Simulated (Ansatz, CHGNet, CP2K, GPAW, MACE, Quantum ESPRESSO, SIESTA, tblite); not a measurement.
# CP2K runs on random packing of Na51Sb49 (at. %) (68 atoms)

Aim: run random packing of Na51Sb49 (at. %) (68 atoms) in CP2K and see how near its forces come to a plane-wave reference, and at what cost.

Program: CP2K 2026.2. Level of theory: the method is named at each step. Results are calculated unless marked as measured.

### 1. The starting structure

The cell holds 68 atoms: 35 Na and 33 Sb. Cell: a = 12.652 Å, b = 12.652 Å, c = 12.652 Å, α = 90.0°, β = 90.0°, γ = 90.0°. 68 atoms (35 Na, 33 Sb) packed at random in a cube at 3.95 g/cm³ and pushed apart as soft spheres; a start for melting by ab initio MD, not an equilibrated structure. Then every atom was moved at random, 0.03 Å r.m.s. a Cartesian component.

The yardstick, on the same geometry:

```
method                 : Kohn-Sham DFT, PBE, PAW, plane waves (Ansatz 0.2.0); cutoff 420 eV, Γ point, fermi-dirac smearing of 0.05 eV; PAW set soft_2
r.m.s. force component : 0.723 eV/Å
longest force          : 3.322 eV/Å
pressure               : 4.538 GPa
SCF cycles             : 11
time                   : 46 s on 4 threads of Arm Neoverse V1, shared host
CPU time               : 3 min
```

### 2. PBE, DZVP-MOLOPT-SR, 1200/60 Ry, diagonalisation

Method: Kohn-Sham DFT, PBE, GTH-PBE pseudopotentials, Gaussian and plane waves, DZVP-MOLOPT-SR-GTH, diagonalisation.

File input.inp:

```
&GLOBAL
  PROJECT cell
  RUN_TYPE ENERGY_FORCE
  PRINT_LEVEL LOW
&END GLOBAL
&FORCE_EVAL
  METHOD QS
  STRESS_TENSOR ANALYTICAL
  &DFT
    BASIS_SET_FILE_NAME BASIS_MOLOPT
    POTENTIAL_FILE_NAME GTH_POTENTIALS
    &MGRID
      CUTOFF 1200
      REL_CUTOFF 60
      NGRIDS 5
    &END MGRID
    &QS
      EPS_DEFAULT 1.0E-12
    &END QS
    &SCF
      SCF_GUESS ATOMIC
      EPS_SCF 5.0E-06
      MAX_SCF 200
      ADDED_MOS 41
      &DIAGONALIZATION
        ALGORITHM STANDARD
      &END DIAGONALIZATION
      &SMEAR ON
        METHOD FERMI_DIRAC
        ELECTRONIC_TEMPERATURE [K] 580
      &END SMEAR
      &MIXING
        METHOD BROYDEN_MIXING
        ALPHA 0.15
        NBROYDEN 12
      &END MIXING
      &PRINT
        &RESTART OFF
        &END RESTART
      &END PRINT
    &END SCF
    &XC
      &XC_FUNCTIONAL PBE
      &END XC_FUNCTIONAL
    &END XC
    &PRINT
      &MULLIKEN ON
      &END MULLIKEN
      &HIRSHFELD ON
        SHAPE_FUNCTION DENSITY
      &END HIRSHFELD
      &MO ON
        EIGENVALUES T
        OCCUPATION_NUMBERS T
        MO_INDEX_RANGE 229 252
        &EACH
          QS_SCF 0
        &END EACH
        ADD_LAST NUMERIC
      &END MO
    &END PRINT
  &END DFT
  &SUBSYS
    &CELL
      A 12.65230 0.00000 0.00000
      B 0.00000 12.65230 0.00000
      C 0.00000 0.00000 12.65230
    &END CELL
    &COORD
      Na 7.55469 0.71359 12.36535
      Na 11.62202 1.73779 8.82194
      Na 11.46260 8.30054 4.74221
      Na 1.87393 1.20602 11.38505
      Na 9.13724 6.08386 0.67905
      Na 7.31290 6.30742 5.70948
      Na 8.29700 11.77954 9.79389
      Na 12.63408 12.26058 6.77948
      Na 6.39232 7.63288 12.32435
      Na 1.21437 9.71254 3.46496
      Na 4.10732 9.82160 1.79789
      Na 10.94690 9.59184 8.93872
      Na 8.87508 11.83420 2.02007
      Na 6.53365 3.25607 11.05356
      Na 3.48330 3.88818 11.38985
      Na 11.64935 2.06410 4.16084
      Na 4.81913 7.06846 9.41989
      Na 1.93504 10.31820 8.07723
      Na 6.00605 2.40710 3.71370
      Na 10.09869 4.17197 9.67496
      Na 2.65471 6.72040 12.29348
      Na 3.94613 9.27603 11.26232
      Na 0.97005 8.59104 10.50052
      Na 10.91590 11.32330 4.33607
      Na 8.25575 8.04307 8.29928
      Na 5.99896 11.79953 3.26986
      Na 3.76419 0.63717 4.77245
      Na 8.93252 1.06823 5.28094
      Na 10.90363 3.39271 1.13694
      Na 12.05207 6.67750 1.23132
      Na 10.88110 6.91587 10.98080
      Na 4.23877 12.11508 12.43316
      Na 11.86406 5.23552 4.38681
      Na 5.22426 5.55879 2.28323
      Na 2.21023 5.80247 2.93862
      Sb 0.91033 6.63461 6.46444
      Sb 5.59687 1.28408 6.94877
      Sb 3.56428 8.13467 4.34455
      Sb 8.95758 9.50618 5.72656
      Sb 4.76410 10.61541 5.69619
      Sb 11.69908 12.04790 10.77154
      Sb 12.37155 9.61423 0.94728
      Sb 8.52335 2.72417 7.68146
      Sb 0.99080 12.58803 4.01748
      Sb 4.44551 2.94546 8.76842
      Sb 10.20180 4.81547 6.83629
      Sb 10.17789 1.64758 11.38821
      Sb 7.72474 5.91077 10.29695
      Sb 9.44545 8.96061 2.54615
      Sb 8.19198 9.96584 12.18214
      Sb 2.10382 1.05533 1.82750
      Sb 1.50752 11.01066 12.17101
      Sb 11.60874 12.24186 0.77331
      Sb 12.38711 3.20394 11.24929
      Sb 9.69925 11.70439 7.20789
      Sb 9.28363 3.89185 3.62084
[... 8 atom lines left out ...]
      Sb 0.78710 3.04756 6.39624
      Sb 6.60754 8.32686 2.56994
      Sb 5.21047 2.18062 0.83012
      Sb 2.87637 0.39943 8.67252
    &END COORD
    &KIND Na
      BASIS_SET DZVP-MOLOPT-SR-GTH-q9
      POTENTIAL GTH-PBE-q9
    &END KIND
    &KIND Sb
      BASIS_SET DZVP-MOLOPT-SR-GTH-q5
      POTENTIAL GTH-PBE-q5
    &END KIND
  &END SUBSYS
  &PRINT
    &FORCES ON
    &END FORCES
    &STRESS_TENSOR ON
    &END STRESS_TENSOR
  &END PRINT
&END FORCE_EVAL
```

On the command line:

```
$ OMP_NUM_THREADS=2 cp2k.psmp -i input.inp > output.txt
```

Numbers of over 12 decimals in the logs are rounded to 6 here.

What it wrote:

```text
CP2K| version string:                                       CP2K version 2026.2
 CP2K| Input file name                                                 input.inp
 GLOBAL| Basis set file name                                        BASIS_MOLOPT
 GLOBAL| Potential file name                                      GTH_POTENTIALS
 GLOBAL| Run type                                                   ENERGY_FORCE
 GLOBAL| Total number of message passing processes                             1
 GLOBAL| Number of threads for this process                                    2
 TOTAL NUMBERS AND MAXIMUM NUMBERS
  Total number of            - Atomic kinds:                                   2
                             - Atoms:                                         68
                             - Shell sets:                                    68
                             - Shells:                                       340
                             - Primitive Cartesian functions:                410
                             - Cartesian basis functions:                    777
                             - Spherical basis functions:                    744
  Maximum angular momentum of- Orbital basis functions:                        2
                             - Local part of the GTH pseudopotential:          2
                             - Non-local part of the GTH pseudopotential:      4
 SCF PARAMETERS         Density guess:                                    ATOMIC
                        max_scf:                                             200
                        eps_scf:                                        5.00E-06
                        added MOs                                        41    0
                        Mixing method:                            BROYDEN_MIXING
                                                charge density mixing in g-space
                        Smear method:                                FERMI_DIRAC
                        Electronic temperature [K]:                        580.0
                        Electronic temperature [a.u.]:                  1.84E-03
                        Accuracy threshold:                             1.00E-10
 Extrapolation method: initial_guess
 Number of electrons:                                                        480
 Number of occupied orbitals:                                                240
 Number of molecular orbitals:                                               281
 Number of orbital functions:                                                744
 Number of independent orbital functions:                                    744
 SCF WAVEFUNCTION OPTIMIZATION
  Step     Update method      Time    Convergence         Total energy    Change
     1 NoMix/Diag. 0.15E+00   13.7     0.84098420     -1860.0854059628 -1.86E+03
     2 Broy./Diag. 0.15E+00   16.6     0.15841621     -1842.9391285245  1.71E+01
     3 Broy./Diag. 0.15E+00   16.7     0.29855053     -1849.1043374914 -6.17E+00
     4 Broy./Diag. 0.15E+00   16.8     0.22987616     -1853.0279498704 -3.92E+00
[...]
18 Broy./Diag. 0.15E+00   19.0     0.00000599     -1855.9237858500 -7.42E-05
    19 Broy./Diag. 0.15E+00   19.4     0.00000170     -1855.9237803112  5.54E-06
  *** SCF run converged in    19 steps ***
  Electronic density on regular grids:       -479.9999999997        0.0000000003
  Core density on regular grids:              479.9999999994       -0.0000000006
  Total charge density on r-space grids:       -0.0000000003
  Total charge density g-space grids:          -0.0000000003
  Overlap energy of the core charge distribution:               1.04555e-07
  Self energy of the core charge distribution:              -4837.447552
  Core Hamiltonian energy:                                   1286.751037
  Hartree energy:                                            1993.315610
  Exchange-correlation energy:                               -298.532276
  Electronic entropic energy:                                  -0.010600
  Fermi energy:                                                 0.130341
  Total energy:                                             -1855.923780
  Total energy (extrapolated to T->0):                      -1855.918481
 MO| EIGENVALUES AND OCCUPATION NUMBERS
 MO|
 MO|  Index      Eigenvalue [a.u.]        Eigenvalue [eV]             Occupation
 MO|    229               0.107336               2.920775               1.999993
 MO|    230               0.109039               2.967090               1.999982
 MO|    231               0.111778               3.041645               1.999918
[...]
MO|    251               0.152682               4.154702               0.000010
 MO|    252               0.154904               4.215150               0.000003
 MO| Sum:                                                             480.000000
 MO| E(Fermi):            0.130341 a.u.          3.546770 eV
 !-----------------------------------------------------------------------------!
                     Mulliken Population Analysis
 #  Atom  Element  Kind  Atomic population                           Net charge
       1     Na       1          8.978160                              0.021840
       2     Na       1          8.917675                              0.082325
       3     Na       1          8.867467                              0.132533
[...]
67     Sb       2          5.245275                             -0.245275
      68     Sb       2          5.025358                             -0.025358
 # Total charge                            480.000000                  0.000000
 !-----------------------------------------------------------------------------!
 !-----------------------------------------------------------------------------!
                           Hirshfeld Charges
  #Atom  Element  Kind  Ref Charge     Population                    Net charge
      1       Na     1       9.000          8.879                         0.121
      2       Na     1       9.000          8.872                         0.128
      3       Na     1       9.000          8.893                         0.107
[...]
67       Sb     2       5.000          5.212                        -0.212
     68       Sb     2       5.000          5.155                        -0.155
  Total Charge                                                           -0.000
 !-----------------------------------------------------------------------------!
 ENERGY| Total FORCE_EVAL ( QS ) energy [hartree]          -1855.923713
 FORCES| Atomic forces [hartree/bohr]
 FORCES|   Atom     x               y               z               |f|
 FORCES|      1 -5.84513212E-03 -1.26829012E-02  8.03482876E-03   1.61114874E-02
 FORCES|      2  6.13683408E-03 -5.34203367E-03 -2.46827569E-02   2.59891620E-02
 FORCES|      3  8.30767363E-03 -1.24090969E-02  1.22003167E-03   1.49830439E-02
[...]
FORCES|     67 -1.36927479E-02 -1.28697847E-02  1.31937854E-02   2.29608074E-02
 FORCES|     68 -3.72596035E-03  5.32579881E-04 -9.48158804E-03   1.02013202E-02
 FORCES| Sum    -2.01221686E-02  2.79644329E-02 -4.80452526E-03
 FORCES| Total atomic force                                       3.47849772E-02
 STRESS| Analytical stress tensor [bar]
 STRESS|                        x                   y                   z
 STRESS|      x        4.57013808821E+04   8.29725676483E+03   1.52459453708E+03
 STRESS|      y        8.29725676483E+03   5.17006922352E+04  -1.42310806567E+03
 STRESS|      z        1.52459453708E+03  -1.42310806567E+03   4.84800424466E+04
 STRESS| 1/3 Trace                                             4.86273718546E+04
```

The job ended after 6.5 min (2 threads of Arm Neoverse V1, shared host; peak memory 15 GiB).

Banners, paths, timers and routine set-up lines are dropped from the logs unmarked, and long logs keep their key lines alone; longer cuts are marked.

Compared with the plane-wave run:

| Quantity | Value |
| --- | --- |
| r.m.s. force component | 0.7841 eV/Å |
| r.m.s. difference of force components | 137.8 meV/Å |
| longest difference of force vectors | 390.6 meV/Å |
| force difference over r.m.s. force | 19.06 % |
| slope of forces against the reference's | 1.07 |
| correlation of force components | 0.9865 |
| pressure | 4.863 GPa |
| pressure difference | 0.3243 GPa |

Length of the force difference by element (eV/Å):

| element | atoms | mean | most |
| --- | --- | --- | --- |
| Na | 35 | 0.28 | 0.39 |
| Sb | 33 | 0.15 | 0.30 |

The surroundings of Sb48, whose charge lies farthest from its element's mean, nearest first, numbered as they follow in the input and with coordinates relative to it.

| atom | x | y | z | distance (Å) | Hirshfeld charge (e) | Fx | Fy | Fz (eV/Å) |
| --- | --- | --- | --- | --- | --- | --- | --- | --- |
| Sb48 | 0.00 | 0.00 | 0.00 | 0.00 | -0.28 | 0.09 | 0.37 | 0.80 |
| Sb61 | -1.44 | -1.11 | -2.20 | 2.86 | -0.03 | 1.64 | 0.52 | -1.20 |
| Na25 | 0.53 | 2.13 | -2.00 | 2.97 | 0.12 | 0.15 | 0.06 | 0.32 |
| Na9 | -1.33 | 1.72 | 2.03 | 2.98 | 0.07 | -0.14 | -0.13 | -0.04 |
| Na14 | -1.19 | -2.65 | 0.76 | 3.01 | 0.12 | 0.37 | 0.08 | -0.21 |
| Na20 | 2.37 | -1.74 | -0.62 | 3.01 | 0.10 | -0.30 | 0.38 | 0.42 |
| Na17 | -2.91 | 1.16 | -0.88 | 3.25 | 0.11 | -0.18 | 0.00 | -0.07 |
| Na5 | 1.41 | 0.17 | 3.03 | 3.35 | 0.12 | -0.67 | 0.43 | 0.30 |
| Na31 | 3.16 | 1.01 | 0.68 | 3.38 | 0.13 | -0.41 | 0.28 | -0.05 |

Forces lie 19 % from the reference's, at 3.7 times its CPU time (on 2 against 4 cores).

The forces add up to 1.8 eV/Å instead of zero, usually a sign of too coarse a grid.

### 3. PBE, SZV-MOLOPT-SR, 1200/60 Ry, diagonalisation

Method: Kohn-Sham DFT, PBE, GTH-PBE pseudopotentials, Gaussian and plane waves, SZV-MOLOPT-SR-GTH, diagonalisation.

Edit input.inp of step 2 so:

```diff
@@ -23,3 +23,3 @@
       MAX_SCF 200
-      ADDED_MOS 41
+      ADDED_MOS 34
       &DIAGONALIZATION
@@ -69,6 +69,31 @@
     &COORD
-[... 68 atom lines left out: the same atoms as in the first run ...]
+      SCALED
+      Na 0.59710 0.05640 0.97732
+      Na 0.91857 0.13735 0.69726
+      Na 0.90597 0.65605 0.37481
+      Na 0.14811 0.09532 0.89984
+      Na 0.72218 0.48085 0.05367
+      Na 0.57799 0.49852 0.45126
+      Na 0.65577 0.93102 0.77408
+      Na 0.99856 0.96904 0.53583
+      Na 0.50523 0.60328 0.97408
+      Na 0.09598 0.76765 0.27386
+      Na 0.32463 0.77627 0.14210
+      Na 0.86521 0.75811 0.70649
+      Na 0.70146 0.93534 0.15966
+      Na 0.51640 0.25735 0.87364
+      Na 0.27531 0.30731 0.90022
+      Na 0.92073 0.16314 0.32886
+      Na 0.38089 0.55867 0.74452
+      Na 0.15294 0.81552 0.63840
+      Na 0.47470 0.19025 0.29352
+      Na 0.79817 0.32974 0.76468
+[... 44 atom lines left out ...]
+      Sb 0.06221 0.24087 0.50554
+      Sb 0.52224 0.65813 0.20312
+      Sb 0.41182 0.17235 0.06561
+      Sb 0.22734 0.03157 0.68545
     &END COORD
     &KIND Na
-      BASIS_SET DZVP-MOLOPT-SR-GTH-q9
+      BASIS_SET SZV-MOLOPT-SR-GTH-q9
       POTENTIAL GTH-PBE-q9
@@ -76,3 +101,3 @@
     &KIND Sb
-      BASIS_SET DZVP-MOLOPT-SR-GTH-q5
+      BASIS_SET SZV-MOLOPT-SR-GTH-q5
       POTENTIAL GTH-PBE-q5
```

What it wrote:

```text
CP2K| version string:                                       CP2K version 2026.2
 CP2K| Input file name                                                 input.inp
 GLOBAL| Basis set file name                                        BASIS_MOLOPT
 GLOBAL| Potential file name                                      GTH_POTENTIALS
 GLOBAL| Run type                                                   ENERGY_FORCE
 GLOBAL| Total number of message passing processes                             1
 GLOBAL| Number of threads for this process                                    2
 TOTAL NUMBERS AND MAXIMUM NUMBERS
  Total number of            - Atomic kinds:                                   2
                             - Atoms:                                         68
[... lines left out ...]
                        Smear method:                                FERMI_DIRAC
[... lines left out ...]
 Number of electrons:                                                        480
[... lines left out ...]
  Step     Update method      Time    Convergence         Total energy    Change
[... lines left out ...]
  *** SCF run converged in    21 steps ***
[... lines left out ...]
  Fermi energy:                                                 0.178244
  Total energy:                                             -1853.388983
  Total energy (extrapolated to T->0):                      -1853.385072
[... lines left out ...]
 MO| E(Fermi):            0.178244 a.u.          4.850253 eV
[... lines left out ...]
 !-----------------------------------------------------------------------------!
 !-----------------------------------------------------------------------------!
                           Hirshfeld Charges
  #Atom  Element  Kind  Ref Charge     Population                    Net charge
      1       Na     1       9.000          8.826                         0.174
      2       Na     1       9.000          8.769                         0.231
      3       Na     1       9.000          8.833                         0.167
[...]
67       Sb     2       5.000          5.316                        -0.316
     68       Sb     2       5.000          5.228                        -0.228
  Total Charge                                                           -0.000
 !-----------------------------------------------------------------------------!
 ENERGY| Total FORCE_EVAL ( QS ) energy [hartree]          -1853.388982
 FORCES| Atomic forces [hartree/bohr]
 FORCES|   Atom     x               y               z               |f|
 FORCES|      1 -7.40344989E-03 -1.60599240E-02  8.12835534E-03   1.94628464E-02
 FORCES|      2  5.41375269E-03 -7.09031744E-03 -2.64738191E-02   2.79364353E-02
 FORCES|      3  8.72665726E-03 -1.31707091E-02  7.69670231E-04   1.58181705E-02
[...]
FORCES|     67 -1.44512519E-02 -1.09967115E-02  1.16815042E-02   2.15922182E-02
 FORCES|     68 -3.45593035E-03  3.00643123E-03 -1.01404398E-02   1.11270213E-02
 FORCES| Sum    -1.95624434E-02  2.77112621E-02 -4.66110590E-03
 FORCES| Total atomic force                                       3.42392925E-02
 STRESS| Analytical stress tensor [bar]
 STRESS|                        x                   y                   z
 STRESS|      x        6.24685382741E+04   8.20749780908E+03   3.97065117868E+03
 STRESS|      y        8.20749780908E+03   7.61609556360E+04   2.58575535583E+02
 STRESS|      z        3.97065117868E+03   2.58575535583E+02   6.74730971462E+04
 STRESS| 1/3 Trace                                             6.87008636854E+04
```

Elapsed: 6.2 min, on 2 threads; peak memory 15 GiB.

Compared with the plane-wave run:

```yaml
r_m_s_force_component: 0.9056 eV/Å
r_m_s_difference_of_force_components: 274.8 meV/Å
longest_difference_of_force_vectors: 1342 meV/Å
force_difference_over_r_m_s_force: 38.01 %
slope_of_forces_against_the_reference_s: 1.212
correlation_of_force_components: 0.9678
pressure: 6.87 GPa
pressure_difference: 2.332 GPa
```

This is a coarse setting, run to see what it loses.

Against the first run (19 %), the force difference from the reference is 38 %, at 0.95 times the CPU time, with 307 basis functions against 744: the smaller basis costs accuracy.

The forces add up to 1.8 eV/Å instead of zero, usually a sign of too coarse a grid.

(Part 1 of 3 ends here.)

[Also dropped from logs without a mark: logging warnings of Python, and SIESTA's first energy breakdown and zero terms.]

[Logs are printed without paths, hosts, clocks, repeated set-up lines and the standing remarks that a program may print on its own settings, such as how far it seeks lower states.]

[Hosts, paths, dates, database ids (printed as entryN), source tags and the programs' standing remarks are cut or masked in the printed files.]
